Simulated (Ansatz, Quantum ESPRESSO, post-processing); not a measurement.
# 1T-PbSeTe, 1 layer: response to a perpendicular field, part 2 of 2

How does 1T-PbSeTe, 1 layer respond to a gate-like field without added charge?

Quantum ESPRESSO 7.5; plane-wave DFT, PBE, GBRV ultrasoft pseudopotentials; geometry and cross-check by Ansatz 0.2.0 with PAW datasets.

So far. Step 12 (Potential by pp.x): The slope in the vacuum is -0.200 eV/Å for an applied -0.20 V/Å, as it should be. Step 14 (Density by pp.x): The density integrates to 26.000 electrons, as the 26 of the input ask.

## 17. Polarisability from the dipole between 0 and 0.1 V/A (continued)

Change of the potential energy, second field less first against z:

z (Å), change of the potential energy, second field less first (eV) and a bar from the least value:
```
      0.0     -0.320 #######
      0.5     -0.609 
      1.0     -0.559 #
      1.5     -0.509 ##
      2.0     -0.459 ####
      2.5     -0.409 #####
      3.0     -0.359 ######
      3.5     -0.310 #######
      4.0     -0.260 #########
      4.5     -0.210 ##########
      5.0     -0.161 ###########
      5.5     -0.113 ############
      6.0     -0.069 #############
      6.5     -0.034 ##############
      7.0     -0.013 ###############
      7.5     -0.004 ###############
      8.0     -0.001 ###############
      8.5      0.000 ###############
      9.0     -0.001 ###############
      9.5     -0.002 ###############
     10.0      0.000 ###############
     10.5      0.002 ###############
     11.0      0.002 ###############
     11.5      0.002 ###############
     12.0      0.005 ###############
     12.5      0.011 ###############
     13.0      0.030 ################
     13.5      0.063 #################
     14.0      0.107 ##################
     14.5      0.154 ###################
     15.0      0.203 ####################
     15.5      0.253 #####################
     16.0      0.303 #######################
     16.5      0.353 ########################
     17.0      0.403 #########################
     17.5      0.453 ##########################
     18.0      0.503 ############################
     18.5      0.553 #############################
     19.0      0.603 ##############################
     19.5      0.406 #########################
```

## 18. Dipole against field

Dipole along the normal, dipole moment against applied field:

| applied field (V/Å) | dipole along the normal, dipole moment (e·Å) |
| --- | --- |
| -0.200 | -0.120 |
| 0.000 | -0.0245 |
| 0.100 | 0.0233 |
| 0.200 | 0.0711 |

## 19. The same in Ansatz: field 0.1 V/Å

A second code with its own PAW datasets, on the same atoms.

Level of this step: plane-wave DFT, PBE, Ansatz PAW (Ansatz 0.2.0).

Input file input.yaml:

```yaml
crystal:
  lattice:
    - [3.9580356043, 0.0, 0.0]
    - [-1.9790178021, 3.4277593824, 0.0]
    - [0.0, 0.0, 19.9533331033]
  atoms:
    - { symbol: Te, position: [0.6666666667, 0.3333333333, 0.3977760304] }
    - { symbol: Pb, position: [0.0, 0.0, 0.5135020068] }
    - { symbol: Se, position: [0.3333333333, 0.6666666667, 0.5967370536] }
kpoints:
  mp_grid: { grid: [12, 12, 1] }
hamiltonian:
  xc: pbe
scf:
  occupations: { method: fermi_dirac, width: 0.054 }
  convergence: { dr2_threshold: 1.0e-09 }
efield:
  axis: 3
  dipole_correction: true
  ramp_position: 0.97
  ramp_width: 0.04
  amplitude: 0.1
output:
  write_potential: true
  write_density: true
  volumetric_format: npy
```

On the command line:

```
> ansatz run input.yaml --threads 4 --pin off --max-ram 8192MiB --backend cpu --events-out ev --progress --plain --runs-dir out
```

It took 4.3 s on 4 threads of Arm Neoverse V2, shared host; peak memory 0.6 GiB.

Read from the output:

```
free energy             : -24355.2977 eV
energy at zero smearing : -24355.2810 eV
smearing term TS        : 0.03335 eV
Fermi energy            : -0.8349 eV
dipole along the normal : 0.02349 e·Å
```

At 0.1 V/Å Ansatz's dipole is 0.0235 e Å against 0.0233 from pw.x.

## 20. The same in Ansatz: field -0.1 V/Å

input.yaml, as its differences from the input of step 19:

```diff
@@ -21,3 +21,3 @@
   ramp_width: 0.04
-  amplitude: 0.1
+  amplitude: -0.1
 output:
```

The job ended after 4.7 s (4 threads; peak memory 0.58 GiB; 18 s of CPU time).

This step gave:

| Quantity | Value |
| --- | --- |
| free energy | -24355.3026 eV |
| energy at zero smearing | -24355.2860 eV |
| smearing term TS | 0.03321 eV |
| Fermi energy | -0.8351 eV |
| dipole along the normal | -0.07208 e·Å |

## 21. Dipole against field, Ansatz

The dipole along the normal, dipole moment by applied field:

| applied field (V/Å) | dipole along the normal, dipole moment (e·Å) |
| --- | --- |
| -0.1000 | -0.0721 |
| 0.0000 | -0.0244 |
| 0.1000 | 0.0235 |

## 22. Self-consistent run, with eopreg = 0.02

A sensitivity test on the input.

Level of this step: plane-wave DFT, PBE, GBRV ultrasoft pseudopotentials (Quantum ESPRESSO 7.5).

Input file f1.w0.in:

```
&control
  prefix = 'f1.w0'
  outdir = './out'
  pseudo_dir = './pseudo'
  calculation = 'scf'
  tprnfor = .true.
  tefield = .true.
  dipfield = .true.
/
&system
  ibrav = 0
  nat = 3
  ntyp = 3
  ecutwfc = 40
  ecutrho = 200
  occupations = 'smearing'
  smearing = 'fd'
  degauss = 0.004
  edir = 3
  emaxpos = 0.97
  eopreg = 0.02
  eamp = 0.00194469
/
&electrons
  conv_thr = 1e-09
  mixing_beta = 0.4
  electron_maxstep = 120
  mixing_mode = 'plain'
/
ATOMIC_SPECIES
  Te  127.6000  te_pbe_v1.uspp.F.UPF
  Pb  207.2000  pb_pbe_v1.uspp.F.UPF
  Se  78.9710  se_pbe_v1.uspp.F.UPF
CELL_PARAMETERS angstrom
  3.95803560429034 0.00000000000000 0.00000000000000
  -1.97901780214517 3.42775938239873 0.00000000000000
  0.00000000000000 0.00000000000000 19.95333310330000
ATOMIC_POSITIONS crystal
  Te  0.666666666667 0.333333333333 0.397776030438
  Pb  0.000000000000 0.000000000000 0.513502006837
  Se  0.333333333333 0.666666666667 0.596737053625
K_POINTS automatic
  12 12 1 0 0 0
```

On the command line:

```
> OMP_NUM_THREADS=1 mpirun -n 4 pw.x -nk 4 -in f1.w0.in > f1.w0.out
```

Run time: 59 s. Hardware: 4 MPI ranks; peak memory 0.76 GiB; 3.9 min of CPU time.

Beside the run it was changed from:

| quantity | this run | unchanged run | difference |
| --- | --- | --- | --- |
| dipole along the normal (e·Å) | 0.02328 | 0.02328 | 0 |
| free energy (eV) | -3187.102 | -3187.102 | -2.7e-7 |
| wall time (s) | 59 | 52 |  |
| SCF iterations | 13 | 11 |  |

The free energy moves by -9.1e-05 meV an atom.

This run starts from superposed atoms, the unchanged one from a saved density, so their iteration counts don't compare.

The physical values in this table stay within 0.05 %.

## 23. By hand

α = Δp/E = (0.02328 − (-0.02450)) e Å / 0.1 V/Å = 0.4778 e Å²/V; times e/(4πε₀) = 14.40 V Å this is 6.880 Å³. With A = 13.567 Å², 4πα/A = 6.373 Å.

## 24. What came out

- polarisability along the normal, a cell: 6.88 Å³
- sheet polarisability 4πα/A: 6.37 Å
- dipole without a field: -0.0245 e·Å
- gap along the path at 0 V/Å: none, the bands overlap

**Reading.** The sheet answers a field with a polarisability of 6.88 Å³ a cell, or 4πα/A = 6.37 Å (PBE, GBRV ultrasoft). In pw.x the dipole follows the field linearly over the range tried. A perfect conductor 6.37 Å thick would screen alike; the outer atoms lie 3.97 Å apart. At 0.1 V/Å the sheet takes 0.637 eV off the potential drop. Quantum ESPRESSO and Ansatz give 6.881 and 6.881 Å³ for the polarisability (pw.x from 0 and 0.1 V/Å, Ansatz from ±0.1 V/Å), which agree. The ions stay at their zero-field places, so this is the electrons' response alone. Without a field the sheet has no gap. Spin-orbit coupling is left out; depending on the atoms that carry the levels of interest, it can split and shift them by tenths of an eV to an eV or more.

[Logs are printed without paths, hosts, clocks, repeated set-up lines and the standing remarks that a program may print on its own settings, such as how far it seeks lower states.]

[Hosts, paths, dates, database ids (printed as entryN), source tags and the programs' standing remarks are cut or masked in the printed files.]

[Maps of the electrostatic potential energy from Ansatz leave out the sawtooth potential of an applied field or a dipole correction, so their vacuum need not be flat; planar profiles and work functions include it.]
